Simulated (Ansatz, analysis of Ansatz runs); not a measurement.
# CsLi2Br3 (Immm), V_Br hop (3.7 Å): attempt frequency at charge +1

Aim: the prefactor of a hop in CsLi2Br3 (Immm) (V_Br hop (3.7 Å), charge +1) from the modes of the moving atom at the start and at the top of a path found beforehand. Model: a cell of 72 host atoms with 1 Br taken out.

Program: Ansatz 0.2.0. Level of theory: plane-wave PAW DFT, PBEsol; finite-difference force constants of the moving atom alone. Results are calculated unless marked as measured.

### Step 1. Starting point

The cell holds 71 atoms: 12 Cs, 24 Li and 35 Br. Cell: a = 13.853 Å, b = 11.980 Å, c = 13.179 Å, α = 90.0°, β = 90.0°, γ = 67.3°. It derives from CsLi2Br3 (space group Immm). Nearest the centre at fractional (0.375, 0.625, 0.749): Br20 at 1.57 Å, Li33 at 2.17 Å, Li30 at 2.29 Å, Br43 at 3.50 Å, Br45 at 3.72 Å, Cs25 at 3.75 Å, Cs26 at 3.78 Å, Br44 at 3.79 Å. The cell carries charge +1.

The cell's shortest repeat is 12.0 Å.

### Step 2. Vibrations of the moving atom at the start point

Harmonic transition-state theory takes the prefactor from the modes at the minimum and at the top. Only the moving atom is displaced, by 0.02 Å, which takes six displaced runs and a reference; the host's atoms are held.

The input, qp1.start.modes/input.yaml:

```yaml
crystal:
  lattice:
    - [13.85313549, 0.0, 0.0]
    - [4.61771183, 11.05374572, 0.0]
    - [0.0, 0.0, 13.17916514]
  atoms:
    - { symbol: Cs, position: [-0.00019439, 0.50005384, 0.00667453] }
    - { symbol: Cs, position: [0.08078227, 0.75350433, 0.49648945] }
    - { symbol: Cs, position: [0.16619785, 0.00053157, 0.00217777] }
    - { symbol: Cs, position: [0.25163782, 0.2473024, 0.50012214] }
    - { symbol: Li, position: [0.00159538, 0.49831493, 0.30756475] }
    - { symbol: Li, position: [0.08244167, 0.75128562, 0.80856824] }
    - { symbol: Li, position: [0.16742367, -0.0006109, 0.30783736] }
    - { symbol: Li, position: [0.24921918, 0.26334884, 0.81003544] }
    - { symbol: Li, position: [-0.00122569, 0.49980529, 0.6885509] }
    - { symbol: Li, position: [0.08320294, 0.75050009, 0.19121222] }
    - { symbol: Li, position: [0.16102188, 0.01834835, 0.68953113] }
    - { symbol: Li, position: [0.2504154, 0.25027243, 0.19259045] }
    - { symbol: Br, position: [-0.00107017, 0.00061584, 0.77518755] }
    - { symbol: Br, position: [0.08453629, 0.24911902, 0.28326097] }
    - { symbol: Br, position: [0.15356968, 0.50476128, 0.78646551] }
    - { symbol: Br, position: [0.24957207, 0.75038977, 0.28042771] }
    - { symbol: Br, position: [-0.00049443, 0.00074744, 0.21918162] }
    - { symbol: Br, position: [0.0835493, 0.2502822, 0.71745467] }
    - { symbol: Br, position: [0.16745688, 0.49948662, 0.2159643] }
    - { symbol: Br, position: [0.26636681, 0.73024851, 0.72888206] }
    - { symbol: Br, position: [0.00099574, 0.49889223, 0.49916513] }
    - { symbol: Br, position: [0.0822694, 0.75258685, -0.00085731] }
    - { symbol: Br, position: [0.16935283, -0.00348202, 0.50135519] }
    - { symbol: Br, position: [0.24995584, 0.24907599, 7.69e-06] }
    - { symbol: Cs, position: [0.32995193, 0.49988303, -0.00273558] }
    - { symbol: Cs, position: [0.41612318, 0.74671737, 0.4947973] }
    - { symbol: Cs, position: [0.49958965, 0.00098567, 0.00518952] }
    - { symbol: Cs, position: [0.58077784, 0.25060731, 0.5024269] }
    - { symbol: Li, position: [0.33251729, 0.49984734, 0.30484161] }
    - { symbol: Li, position: [0.40309761, 0.78716085, 0.8129854] }
    - { symbol: Li, position: [0.50033336, -0.00177318, 0.30880487] }
    - { symbol: Li, position: [0.59285051, 0.21654286, 0.81450763] }
    - { symbol: Li, position: [0.30553292, 0.50728605, 0.68329232] }
    - { symbol: Li, position: [0.41647201, 0.7494238, 0.19042709] }
    - { symbol: Li, position: [0.51128272, -0.03668557, 0.68815153] }
    - { symbol: Li, position: [0.58253142, 0.24985871, 0.19322077] }
    - { symbol: Br, position: [0.33650512, 0.01121875, 0.77523407] }
    - { symbol: Br, position: [0.41709396, 0.2482298, 0.28437938] }
    - { symbol: Br, position: [0.5832047, 0.74896818, 0.280991] }
    - { symbol: Br, position: [0.33391883, -0.00126916, 0.21725502] }
    - { symbol: Br, position: [0.41674663, 0.29077578, 0.73381696] }
    - { symbol: Br, position: [0.49906046, 0.49978948, 0.21495956] }
    - { symbol: Br, position: [0.57993396, 0.72533776, 0.72581561] }
    - { symbol: Br, position: [0.328604, 0.50160055, 0.49689469] }
    - { symbol: Br, position: [0.41914413, 0.745792, -0.00358897] }
    - { symbol: Br, position: [0.50107797, -0.00341755, 0.5032411] }
    - { symbol: Br, position: [0.5827416, 0.25287452, -0.00040036] }
    - { symbol: Cs, position: [0.67139936, 0.49780758, 0.00254672] }
    - { symbol: Cs, position: [0.75194721, 0.74877904, 0.49336322] }
    - { symbol: Cs, position: [0.83372996, -0.00064122, 0.00248111] }
    - { symbol: Cs, position: [0.91849379, 0.24678917, 0.4972113] }
    - { symbol: Li, position: [0.66688487, 0.49783384, 0.30519374] }
    - { symbol: Li, position: [0.75380027, 0.74066552, 0.81022194] }
    - { symbol: Li, position: [0.83210222, 0.00150201, 0.30779058] }
    - { symbol: Li, position: [0.91592049, 0.24879655, 0.8096861] }
    - { symbol: Li, position: [0.69259627, 0.49516634, 0.68266118] }
    - { symbol: Li, position: [0.74996152, 0.74984216, 0.19175316] }
    - { symbol: Li, position: [0.83752612, -0.0175999, 0.68889361] }
    - { symbol: Li, position: [0.91734935, 0.24844546, 0.19294196] }
    - { symbol: Br, position: [0.66288504, -0.00806078, 0.77627611] }
    - { symbol: Br, position: [0.74900667, 0.25021211, 0.28247181] }
    - { symbol: Br, position: [0.84117603, 0.50021728, 0.78700705] }
    - { symbol: Br, position: [0.91705544, 0.74970811, 0.28110047] }
    - { symbol: Br, position: [0.66652298, -0.00057436, 0.21806525] }
    - { symbol: Br, position: [0.73158338, 0.27330977, 0.73117871] }
    - { symbol: Br, position: [0.8337417, 0.49909737, 0.21844423] }
    - { symbol: Br, position: [0.91451874, 0.75143911, 0.71426484] }
    - { symbol: Br, position: [0.66867165, 0.4986546, 0.49773488] }
    - { symbol: Br, position: [0.74900766, 0.75097128, -0.00029024] }
    - { symbol: Br, position: [0.82972384, 0.0036597, 0.50085117] }
    - { symbol: Br, position: [0.91796119, 0.24767347, 0.00022074] }
  symmetry: { detect: false }
total_charge: 1
basis:
  ecutwfc: 420
  xc_grid: 2
hamiltonian:
  xc: pbesol
kpoints:
  mp_grid: { grid: [1, 1, 1], shift: [0.25, 0.25, 0.25] }
scf:
  occupations: { method: fixed }
  max_iter: 100
phonons:
  supercell: [1, 1, 1]
  displaced_sites: [19]
  amplitude: 0.02
```

Started as:

```bash
$ ansatz run input.yaml --threads 32 --pin off --max-ram 84787MiB --backend cuda --events-out ev --progress --plain --runs-dir out --max-vram 78GiB
```

Numbers of over 12 decimals in the logs are rounded to 6 here.

Output:

```text
Engine: ansatz 0.2.0, aarch64-unknown-linux-gnu
[...]
Pseudopotential: Cs, paw, valence charge 9, recommended cutoff 420 eV (normal), Cs.paw.azcp
Pseudopotential: Li, paw, valence charge 3, recommended cutoff 420 eV (normal), Li.paw.azcp
Pseudopotential: Br, paw, valence charge 7, recommended cutoff 420 eV (normal), Br.paw.azcp
Functional definition: PBEsol
[...]
Crystal: 71 atoms, lattice volume = 2018.113 Å³
Basis set: ecut = 420 eV, 39381 PW (Γ), exchange–correlation on 192×162×180 points (8 copies of the dense FFT grid, shifted against one another)
Bands: 283, of which v1, the nominal top of the filled ones, is band 212 counted from 1 (211 counted from 0)
[...]
k-points: 1
[...]
Functional: x = pbesol(κ = 0.804, μ = 0.123457), c = pbesol(β = 0.046)
SCF iter   1: F=—  HF=-167797.919923 eV  |F-HF|=—  |Δ(HF+E_count)|=         —  Δρ=1.36e-3  dr2=5.02e-2  ethr=1.77e-3  ⟨swp⟩=7.0  Hψ=1070  notcnv=0  defer=69
[...]
SCF iter   2: F=—  HF=-167797.903195 eV  |F-HF|=—  |Δ(HF+E_count)|=   1.67e-2  Δρ=7.37e-4  dr2=1.45e-2  ethr=1.18e-5  ⟨swp⟩=4.0  Hψ=543  notcnv=0  defer=69
[...]
SCF 1 converged in 9 iterations: F = -167797.902803 eV  dr2 = 2.34e-10
[...]
SCF iter   2: F=—  HF=-167797.901686 eV  |F-HF|=—  |Δ(HF+E_count)|=   5.09e-4  Δρ=3.54e-5  dr2=3.28e-5  ethr=2.22e-8  ⟨swp⟩=2.0  Hψ=391  notcnv=0  defer=67
[...]
SCF iter   7: F=-167797.902341 eV  HF=-167797.902341 eV  |F-HF|=2.91e-11  |Δ(HF+E_count)|=  6.98e-10  Δρ=2.68e-8  dr2=3.60e-11  ethr=1.00e-12  ⟨swp⟩=4.0  Hψ=898  notcnv=0
[...]
SCF 7 converged in 5 iterations: F = -167797.902517 eV  dr2 = 1.51e-11
SCF converged after 9 iterations
[...]
--- Band table (eV) ---
[...]
--- Phonons: 6 displaced members + reference (amplitude 0.02 Å, Σ member SCF iterations 36) ---
  symmetry images taken by strict's conditions (phonons.symmetry_images: auto; settled by no image being taken that strict refuses)
  force constants formed among 1 of 71 sites (Br 19); the other 70 at rest. The modes move the named sites alone.
  the frequencies, the zero-point energy and the sums are of the block with the acoustic sum rule laid on its rows. Row sums over every site: 6.5e-5 eV/Å² at the most
  transpose residual: 2.0e-4 eV/Å²
  largest component of a force at the reference: 4.4e-3 eV/Å on a named site, 1.4e-2 eV/Å on a site at rest
  frequencies among the named sites at Γ of the cell (cm⁻¹): 59.93 74.77 107.78
  unstable modes among the named sites: 0
  frequencies as built, with no sum rule (cm⁻¹): 59.93 74.77 107.78
  zero-point energy: 0.015032 eV/cell   skipped modes (ω ≤ 0): 0
  not written: the harmonic force-constant file, the file of eigenvectors (these modes' are written with the force constants), the density of states and the dispersion, which are of every site
[...]
```

Elapsed: 4.3 s, on 1 × NVIDIA GB200 with 32 threads of Arm Neoverse V2, shared host; peak memory 2.3 GiB.

This step gave:

| Item | Value |
| --- | --- |
| free energy | -167797.9028 eV |
| frequencies of moving atom | 59.93, 74.77, 107.8 cm⁻¹ (negative: imaginary) |

The three modes are 60, 75 and 108 cm⁻¹: all real, a minimum for this atom with the others held.

### Step 3. Vibrations of the moving atom at the top of the path

The same at the top, where the mode along the path should be imaginary.

The input, qp1.top.modes/input.yaml:

```yaml
crystal:
  lattice:
    - [13.85313549, 0.0, 0.0]
    - [4.61771183, 11.05374572, 0.0]
    - [0.0, 0.0, 13.17916514]
  atoms:
    - { symbol: Cs, position: [0.00066831, 0.49797144, 0.00669286] }
    - { symbol: Cs, position: [0.07938163, 0.74815534, 0.49538585] }
[... 3 atom lines left out ...]
    - { symbol: Li, position: [0.06249474, 0.74741741, 0.81484227] }
[... 8 atom lines left out ...]
    - { symbol: Br, position: [0.15647411, 0.50993524, 0.77974636] }
[... 4 atom lines left out ...]
    - { symbol: Br, position: [0.37645693, 0.62283193, 0.749435] }
[... 4 atom lines left out ...]
    - { symbol: Cs, position: [0.33214007, 0.50761235, -0.00595874] }
    - { symbol: Cs, position: [0.41808032, 0.73969383, 0.5061473] }
[... 3 atom lines left out ...]
    - { symbol: Li, position: [0.42992002, 0.77460192, 0.82129055] }
[... 2 atom lines left out ...]
    - { symbol: Li, position: [0.32085546, 0.47281431, 0.67858105] }
[... 3 atom lines left out ...]
    - { symbol: Br, position: [0.33252403, -0.00664999, 0.77510793] }
[... 5 atom lines left out ...]
    - { symbol: Br, position: [0.59410832, 0.73803027, 0.71995311] }
    - { symbol: Br, position: [0.32428623, 0.49495968, 0.49307737] }
    - { symbol: Br, position: [0.42563579, 0.75203897, 0.00625132] }
[... 10 atom lines left out ...]
    - { symbol: Li, position: [0.68739422, 0.50037296, 0.68475599] }
[... 14 atom lines left out ...]
    - { symbol: Br, position: [0.91983651, 0.24486447, -0.00136292] }
  symmetry: { detect: false }
total_charge: 1
basis:
  ecutwfc: 420
  xc_grid: 2
hamiltonian:
  xc: pbesol
kpoints:
  mp_grid: { grid: [1, 1, 1], shift: [0.25, 0.25, 0.25] }
scf:
  occupations: { method: fixed }
  max_iter: 100
phonons:
  supercell: [1, 1, 1]
  displaced_sites: [19]
  amplitude: 0.02
```

Output:

```text
[...]
Crystal: 71 atoms, lattice volume = 2018.113 Å³
Basis set: ecut = 420 eV, 39381 PW (Γ), exchange–correlation on 192×162×180 points (8 copies of the dense FFT grid, shifted against one another)
Bands: 283, of which v1, the nominal top of the filled ones, is band 212 counted from 1 (211 counted from 0)
[...]
k-points: 1
[...]
SCF iter   1: F=—  HF=-167797.703514 eV  |F-HF|=—  |Δ(HF+E_count)|=         —  Δρ=1.36e-3  dr2=5.19e-2  ethr=1.77e-3  ⟨swp⟩=7.0  Hψ=1075  notcnv=0  defer=69
[...]
SCF iter   2: F=—  HF=-167797.684919 eV  |F-HF|=—  |Δ(HF+E_count)|=   1.86e-2  Δρ=7.36e-4  dr2=1.47e-2  ethr=1.22e-5  ⟨swp⟩=4.0  Hψ=543  notcnv=0  defer=69
[...]
SCF 1 converged in 9 iterations: F = -167797.682726 eV  dr2 = 1.69e-10
[...]
SCF iter   7: F=-167797.682340 eV  HF=-167797.682340 eV  |F-HF|=2.91e-11  |Δ(HF+E_count)|=  6.40e-10  Δρ=2.72e-8  dr2=3.45e-11  ethr=1.00e-12  ⟨swp⟩=5.0  Hψ=902  notcnv=0
[...]
SCF iter   5: F=-167797.682086 eV  HF=-167797.682086 eV  |F-HF|=2.91e-11  |Δ(HF+E_count)|=  1.46e-10  Δρ=2.69e-8  dr2=2.06e-11  ethr=1.00e-12  ⟨swp⟩=5.0  Hψ=885  notcnv=0
[...]
SCF 7 converged in 5 iterations: F = -167797.682141 eV  dr2 = 1.82e-11
SCF converged after 9 iterations
[...]
--- Band table (eV) ---
[...]
transpose residual: 5.4e-4 eV/Å²
[...]
frequencies among the named sites at Γ of the cell (cm⁻¹): -18.50 64.51 143.71
  unstable modes among the named sites: 1
  frequencies as built, with no sum rule (cm⁻¹): -18.50 64.51 143.71
  zero-point energy: 0.012908 eV/cell   skipped modes (ω ≤ 0): 1, of them read as no rigid motion or as one in doubt: 1 (1.000e0 modes/cell left out, lowest -18.50 cm⁻¹)
[...]
```

It took 4.3 s on 1 × NVIDIA GB200 with 32 threads; peak memory 2.3 GiB.

This step gave:

```
free energy                : -167797.6827 eV
frequencies of moving atom : -18.50, 64.51, 143.7 cm⁻¹ (negative: imaginary)
```

The three modes are 19i, 65 and 144 cm⁻¹: one imaginary, a saddle of first order for this atom with the others held.

### Step 4. Attempt frequency and hop rate

Analysis of the runs above: harmonic transition-state theory from the moving atom's modes alone (Vineyard), PBEsol.

It gives:

| Item | Value |
| --- | --- |
| attempt frequency | 1.562 THz |

The hop rate by temperature:

| temperature (K) | hop rate (1/s) |
| --- | --- |
| 200 | 4.4e6 |
| 300 | 3.1e8 |
| 400 | 2.6e9 |
| 600 | 2.2e10 |
| 800 | 6.4e10 |
| 1000 | 1.2e11 |

### Step 5. Results

| Property | Result |
| --- | --- |
| attempt frequency (attempt frequency and hop rate) | 1.56 THz |

In words: The attempt frequency, the product of the three frequencies at the start over that of the two real ones at the top (Vineyard), is 1.6 THz. With the barrier of 0.22 eV it gives 2.2e+10 hops a second at 600 K along this one path; equivalent neighbouring sites multiply that. The host's atoms were held, though they move along the path too, so the prefactor is rough. Limits: one k-point off the zone centre stands for the whole zone; spin–orbit coupling, which can matter with heavy atoms, is left out.

[Logs are printed without paths, hosts, clocks, repeated set-up lines and the standing remarks that a program may print on its own settings, such as how far it seeks lower states.]

[Hosts, paths, dates, database ids (printed as entryN), source tags and the programs' standing remarks are cut or masked in the printed files.]
